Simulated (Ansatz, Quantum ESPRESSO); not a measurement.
# SrZrTe3 (Pm-3m): zone-centre phonons

Wanted: the vibrations of SrZrTe3 (Pm-3m) at Γ, by two programs.

Method: DFT LDA, scalar-relativistic, plane waves, PseudoDojo norm-conserving pseudopotentials, in Quantum ESPRESSO 8.0 development, patched.

The structure was built from a prototype and need not be the compound's stable phase.

## (1) Set-up

The structure is cubic, space group Pm-3m (No. 221). Conventional cell: a = 5.684 Å, b = 5.684 Å, c = 5.684 Å, α = 90.00°, β = 90.00°, γ = 90.00°. Sr has 12 Te at 4.02 Å nearest. Zr has 6 Te at 2.84 Å nearest. Nearest to Te lie 2 Zr at 2.84 Å and 4 Sr at 4.02 Å. Farther neighbours and most contacts between anions are not listed.

## (2) A first look

A cheap run with smearing and empty bands tells whether the crystal has a gap, which decides between fixed occupations and smearing later on.

probe.in reads:

```
 &control
    calculation='scf',
    prefix='x',
    outdir='./tmp',
    pseudo_dir='./pseudo',
    tprnfor=.true.,
    tstress=.true.,
    verbosity='high',
 /
 &system
    ibrav=1,
    celldm(1)=10.74158124,
    nat=5,
    ntyp=3,
    ecutwfc=82.0,
    occupations='smearing',
    smearing='gaussian',
    degauss=0.01,
 /
 &electrons
    conv_thr=1.0d-07,
    mixing_beta=0.7,
    electron_maxstep=100,
 /
ATOMIC_SPECIES
 Sr     87.6200  Sr.upf
 Zr     91.2240  Zr.upf
 Te    127.6000  Te.upf
ATOMIC_POSITIONS crystal
 Sr     0.000000000   0.000000000   0.000000000
 Zr     0.500000000   0.500000000   0.500000000
 Te     0.500000000   0.500000000   0.000000000
 Te     0.500000000   0.000000000   0.500000000
 Te     0.000000000   0.500000000   0.500000000
K_POINTS automatic
 4 4 4 0 0 0
```

Launch:

```
$ OMP_NUM_THREADS=1 mpirun -n 4 pw.x -nk 4 -in probe.in > probe.out
```

Log:

```text
[banners, grids, parts of the stress and lines that vanish by symmetry left out]
Program PWSCF v.8.0dev
     bravais-lattice index     =            1
     lattice parameter (alat)  =      10.7416  a.u.
[...]
kinetic-energy cutoff     =      82.0000  Ry
     charge density cutoff     =     328.0000  Ry
     scf convergence threshold =      1.0E-07
[...]
Exchange-correlation= SLA-PW-NOGX-NOGC
                           (   1   4   0   0   0   0   0)
[...]
48 Sym. Ops., with inversion, found
[...]
(     0          1          0      )
                  (     0          0          1      )
[...]
(  0.0000000  1.0000000  0.0000000 )
                  (  0.0000000  0.0000000  1.0000000 )
[...]
(     0         -1          0      )
                  (     0          0          1      )
[...]
( -1.0000000  0.0000000  0.0000000 )
                  (  0.0000000  1.0000000  0.0000000 )
[...]
number of k points=    10  Gaussian smearing, width (Ry)=  0.0100
[...]
End of self-consistent calculation
[...]
the Fermi energy is     7.7754 ev
!    total energy              =    -798.01642696 Ry
[...]
convergence has been achieved in   9 iterations
[...]
atom    1 type  1   force =     0.00000000    0.00000000    0.00000000
     atom    2 type  2   force =     0.00000000    0.00000000    0.00000000
     atom    3 type  3   force =     0.00000000    0.00000000    0.00000000
     atom    4 type  3   force =     0.00000000    0.00000000    0.00000000
     atom    5 type  3   force =     0.00000000    0.00000000    0.00000000
[...]
Total force =     0.000000     Total SCF correction =     0.000000
[...]
total   stress  (Ry/bohr**3)                   (kbar)     P=      -40.35
[...]
XML data file, charge density, pseudopotentials, collected wavefunctions

   JOB DONE.
```

The job ended after 32 s (4 MPI ranks of Arm Neoverse V1, shared host).

This step gave:

```yaml
volume_per_atom: 36.73 Å³
pressure: -4.035 GPa
gap_on_the_k_mesh: 0 eV
```

No gap opens on this mesh, so smearing is kept; the start stands at -4.0 GPa.

## (3) Relaxation

The relaxation runs at a cutoff a fifth above that of the response, since stress converges more slowly with the basis than frequencies do. Forces and stress are brought to rest with tight thresholds.

relax.in reads:

```
 &control
    calculation='vc-relax',
    prefix='x',
    outdir='./tmp',
    pseudo_dir='./pseudo',
    tprnfor=.true.,
    tstress=.true.,
    forc_conv_thr=2.0d-05,
    etot_conv_thr=1.0d-07,
    nstep=40,
 /
 &system
    ibrav=1,
    celldm(1)=10.74158124,
    nat=5,
    ntyp=3,
    ecutwfc=98,
    occupations='smearing',
    smearing='mv',
    degauss=0.02,
 /
 &electrons
    conv_thr=1.0d-11,
    mixing_beta=0.7,
    electron_maxstep=100,
 /
 &ions
 /
 &cell
    press_conv_thr=0.2,
 /
ATOMIC_SPECIES
 Sr     87.6200  Sr.upf
 Zr     91.2240  Zr.upf
 Te    127.6000  Te.upf
ATOMIC_POSITIONS crystal
 Sr     0.000000000   0.000000000   0.000000000
 Zr     0.500000000   0.500000000   0.500000000
 Te     0.500000000   0.500000000   0.000000000
 Te     0.500000000   0.000000000   0.500000000
 Te     0.000000000   0.500000000   0.500000000
K_POINTS automatic
 6 6 6 0 0 0
```

Launch:

```
$ OMP_NUM_THREADS=1 mpirun -n 4 pw.x -nk 4 -in relax.in > relax.out
```

Log:

```text
[banners, grids, parts of the stress and lines that vanish by symmetry left out]
[banner, memory and clock lines left out]
Program PWSCF v.8.0dev

[...]
kinetic-energy cutoff     =      98.0000  Ry
     charge density cutoff     =     392.0000  Ry
     scf convergence threshold =      1.0E-11
[...]
energy convergence thresh.=      1.0E-07
     force convergence thresh. =      2.0E-05
     press convergence thresh. =      2.0E-01
     Exchange-correlation= SLA-PW-NOGX-NOGC
                           (   1   4   0   0   0   0   0)
[...]
48 Sym. Ops., with inversion, found
[...]
number of k points=    20  Marzari-Vanderbilt smearing, width (Ry)=  0.0200
[...]
c_bands: 1 eigenvalues not converged on the other pools
[...]
c_bands: 1 eigenvalues not converged on the other pools
[...]
End of self-consistent calculation
[...]
the Fermi energy is     7.7561 ev
!    total energy              =    -798.01485487 Ry
[...]
convergence has been achieved in  12 iterations
[...]
atom    1 type  1   force =     0.00000000    0.00000000    0.00000000
     atom    2 type  2   force =     0.00000000    0.00000000    0.00000000
     atom    3 type  3   force =     0.00000000    0.00000000    0.00000000
     atom    4 type  3   force =     0.00000000    0.00000000    0.00000000
     atom    5 type  3   force =     0.00000000    0.00000000    0.00000000
     Total force =     0.000000     Total SCF correction =     0.000000
[...]
total   stress  (Ry/bohr**3)                   (kbar)     P=      -38.75
[...]
number of bfgs steps    =   0
[...]
CELL_PARAMETERS (alat= 10.74158124)
[...]
ATOMIC_POSITIONS (crystal)
Sr               0.0000000000        0.0000000000        0.0000000000
Zr               0.5000000000        0.5000000000        0.5000000000
Te               0.5000000000        0.5000000000        0.0000000000
Te               0.5000000000        0.0000000000        0.5000000000
[...]
New effective cutoffs (rho, wfc):  396.98   99.29
[...]
End of self-consistent calculation
[...]
the Fermi energy is     7.9939 ev
!    total energy              =    -798.02066073 Ry
[...]
convergence has been achieved in   9 iterations
[...]
atom    1 type  1   force =     0.00000000    0.00000000    0.00000000
     atom    2 type  2   force =     0.00000000    0.00000000    0.00000000
     atom    3 type  3   force =     0.00000000    0.00000000    0.00000000
     atom    4 type  3   force =     0.00000000    0.00000000    0.00000000
     atom    5 type  3   force =     0.00000000    0.00000000    0.00000000
     Total force =     0.000000     Total SCF correction =     0.000000
[...]
total   stress  (Ry/bohr**3)                   (kbar)     P=      -31.33
[...]
number of bfgs steps    =   1
[...]
CELL_PARAMETERS (alat= 10.74158124)
[...]
ATOMIC_POSITIONS (crystal)
[...]
New effective cutoffs (rho, wfc):  404.99  101.30
[...]
End of self-consistent calculation
[...]
the Fermi energy is     8.3621 ev
!    total energy              =    -798.02681088 Ry
[...]
convergence has been achieved in  11 iterations
[...]
atom    1 type  1   force =     0.00000000    0.00000000    0.00000000
     atom    2 type  2   force =     0.00000000    0.00000000    0.00000000
[...]
total   stress  (Ry/bohr**3)                   (kbar)     P=        2.51
[...]
number of bfgs steps    =   3
[...]
CELL_PARAMETERS (alat= 10.74158124)
[...]
ATOMIC_POSITIONS (crystal)
[...]
New effective cutoffs (rho, wfc):  415.39  103.90
[...]
End of self-consistent calculation
[...]
the Fermi energy is     8.8448 ev
!    total energy              =    -798.02972966 Ry
[...]
convergence has been achieved in   9 iterations
[...]
Total force =     0.000000     Total SCF correction =     0.000000
[...]
total   stress  (Ry/bohr**3)                   (kbar)     P=       -0.16
[...]
number of bfgs steps    =   4
[...]
CELL_PARAMETERS (alat= 10.74158124)
[...]
ATOMIC_POSITIONS (crystal)
[...]
New effective cutoffs (rho, wfc):  415.47  103.92
[...]
End of self-consistent calculation
[...]
the Fermi energy is     8.8487 ev
!    total energy              =    -798.02972984 Ry
[...]
convergence has been achieved in   8 iterations
[...]
Total force =     0.000000     Total SCF correction =     0.000000
[...]
total   stress  (Ry/bohr**3)                   (kbar)     P=       -0.00
[...]
number of bfgs steps    =   5
[...]
small trust_radius: resetting bfgs history
[...]
CELL_PARAMETERS (alat= 10.74158124)
[...]
ATOMIC_POSITIONS (crystal)
[...]
New effective cutoffs (rho, wfc):  415.47  103.92
[...]
End of self-consistent calculation
[...]
the Fermi energy is     8.8487 ev
!    total energy              =    -798.02972984 Ry
[...]
convergence has been achieved in   3 iterations
[...]
atom    3 type  3   force =     0.00000000    0.00000000    0.00000000
     atom    4 type  3   force =     0.00000000    0.00000000    0.00000000
     atom    5 type  3   force =     0.00000000    0.00000000    0.00000000
     Total force =     0.000000     Total SCF correction =     0.000000
[...]
total   stress  (Ry/bohr**3)                   (kbar)     P=       -0.00
[...]
bfgs converged in   7 scf cycles and   6 bfgs steps
[...]
End of BFGS Geometry Optimization
     Final enthalpy           =    -798.0297298406 Ry
     File ./tmp/x.bfgs deleted, as requested
[...]
CELL_PARAMETERS (alat= 10.74158124)
[...]
ATOMIC_POSITIONS (crystal)
[...]
Te               0.5000000000        0.0000000000        0.5000000000
Te               0.0000000000        0.5000000000        0.5000000000
[...]
Final scf calculation at the relaxed structure.
[...]
kinetic-energy cutoff     =      98.0000  Ry
     charge density cutoff     =     392.0000  Ry
     scf convergence threshold =      1.0E-13
[...]
press convergence thresh. =      2.0E-01
     Exchange-correlation= SLA-PW-NOGX-NOGC
                           (   1   4   0   0   0   0   0)
[...]
48 Sym. Ops., with inversion, found
[...]
number of k points=    20  Marzari-Vanderbilt smearing, width (Ry)=  0.0200
[...]
End of self-consistent calculation
[...]
the Fermi energy is     8.8487 ev
!    total energy              =    -798.02962326 Ry
[...]
convergence has been achieved in  13 iterations
[...]
atom    1 type  1   force =     0.00000000    0.00000000    0.00000000
     atom    2 type  2   force =     0.00000000    0.00000000    0.00000000
     atom    3 type  3   force =     0.00000000    0.00000000    0.00000000
     atom    4 type  3   force =     0.00000000    0.00000000    0.00000000
     atom    5 type  3   force =     0.00000000    0.00000000    0.00000000
     Total force =     0.000000     Total SCF correction =     0.000000
[...]
total   stress  (Ry/bohr**3)                   (kbar)     P=        0.05
[...]
XML data file, charge density, pseudopotentials, collected wavefunctions
```

Elapsed: 11 min, on 4 MPI ranks.

Relaxation path:

```csv
step,energy less that of the first step (eV),largest force (eV/Å),pressure (GPa),volume (Å³)
1,0.0000,0.0000,-3.88,183.66
2,-0.0790,0.0000,-3.13,180.05
3,-0.1627,0.0000,-1.87,174.73
4,-0.2018,0.0000,0.25,167.38
5,-0.2024,0.0000,-0.02,168.22
6,-0.2024,0.0000,0.00,168.17
7,-0.2024,0.0000,0.00,168.17
8,-0.2009,0.0000,0.01,168.17
```

```csv
"conventional cell, symmetrised",before,after,change
a (Å),5.684,5.520,-2.9 %
b (Å),5.684,5.520,-2.9 %
c (Å),5.684,5.520,-2.9 %
volume (Å³/atom),36.73,33.63,-8.4 %
```

Final coordinates:

```cif
data_structure
_symmetry_space_group_name_H-M 'P 1'
_symmetry_Int_Tables_number 1
_cell_length_a 5.5197
_cell_length_b 5.5197
_cell_length_c 5.5197
_cell_angle_alpha 90.000
_cell_angle_beta 90.000
_cell_angle_gamma 90.000
_cell_volume 168.17
loop_
_atom_site_label
_atom_site_type_symbol
_atom_site_fract_x
_atom_site_fract_y
_atom_site_fract_z
_atom_site_occupancy
Sr1 Sr 0.00000 0.00000 0.00000 1
Zr2 Zr 0.50000 0.50000 0.50000 1
Te3 Te 0.50000 0.50000 0.00000 1
Te4 Te 0.50000 0.00000 0.50000 1
Te5 Te 0.00000 0.50000 0.50000 1
```

The last row of the table of steps is pw.x's closing run on a basis chosen anew for the final cell, so its energy can jump.

Numbers from this step:

```yaml
volume_per_atom: 33.63 Å³
pressure: 0.005 GPa
```

The volume changes by -8.4 % from the cell with which this run began.

## (4) Ground state

Perturbation theory inherits every error of the wavefunctions, so the threshold is set near the limit of the arithmetic. Smearing stays on, as the first look found no gap above 0.3 eV.

scf.in reads:

```
 &control
    calculation='scf',
    prefix='x',
    outdir='./tmp',
    pseudo_dir='./pseudo',
    tprnfor=.true.,
    tstress=.true.,
 /
 &system
    ibrav=1,
    celldm(1)=10.43069102,
    nat=5,
    ntyp=3,
    ecutwfc=82.0,
    occupations='smearing',
    smearing='mv',
    degauss=0.02,
 /
 &electrons
    conv_thr=1.0d-12,
    mixing_beta=0.7,
    electron_maxstep=100,
 /
ATOMIC_SPECIES
 Sr     87.6200  Sr.upf
 Zr     91.2240  Zr.upf
 Te    127.6000  Te.upf
ATOMIC_POSITIONS crystal
 Sr     0.000000000   0.000000000   0.000000000
 Zr     0.500000000   0.500000000   0.500000000
 Te     0.500000000   0.500000000   0.000000000
 Te     0.500000000   0.000000000   0.500000000
 Te     0.000000000   0.500000000   0.500000000
K_POINTS automatic
 6 6 6 0 0 0
```

Launch:

```
$ OMP_NUM_THREADS=1 mpirun -n 4 pw.x -nk 4 -in scf.in > scf.out
```

Log:

```text
[banners, grids, parts of the stress and lines that vanish by symmetry left out]
[banner, memory and clock lines left out]
Program PWSCF v.8.0dev

[...]
kinetic-energy cutoff     =      82.0000  Ry
     charge density cutoff     =     328.0000  Ry
     scf convergence threshold =      1.0E-12
[...]
Exchange-correlation= SLA-PW-NOGX-NOGC
                           (   1   4   0   0   0   0   0)
[...]
48 Sym. Ops., with inversion, found
[...]
number of k points=    20  Marzari-Vanderbilt smearing, width (Ry)=  0.0200
[...]
End of self-consistent calculation
[...]
the Fermi energy is     8.8488 ev
!    total energy              =    -798.02943002 Ry
[...]
convergence has been achieved in  11 iterations
[...]
atom    1 type  1   force =     0.00000000    0.00000000    0.00000000
     atom    2 type  2   force =     0.00000000    0.00000000    0.00000000
     atom    3 type  3   force =     0.00000000    0.00000000    0.00000000
     atom    4 type  3   force =     0.00000000    0.00000000    0.00000000
     atom    5 type  3   force =     0.00000000    0.00000000    0.00000000
     Total force =     0.000000     Total SCF correction =     0.000000
[...]
total   stress  (Ry/bohr**3)                   (kbar)     P=        0.03
[...]
XML data file, charge density, pseudopotentials, collected wavefunctions
```

The job ended after 59 s (4 MPI ranks; 3.9 min of CPU time).

This step gave:

* pressure: 0.003000 GPa

The cell stands at 0.0030 GPa, close enough for phonons.

[end of part 1 of 3]

[Host names and launcher messages were left out of these logs when they were recorded.]

[Logs are printed without paths, hosts, clocks, repeated set-up lines and the standing remarks that a program may print on its own settings, such as how far it seeks lower states.]

[Hosts, paths, dates, database ids (printed as entryN), source tags and the programs' standing remarks are cut or masked in the printed files.]
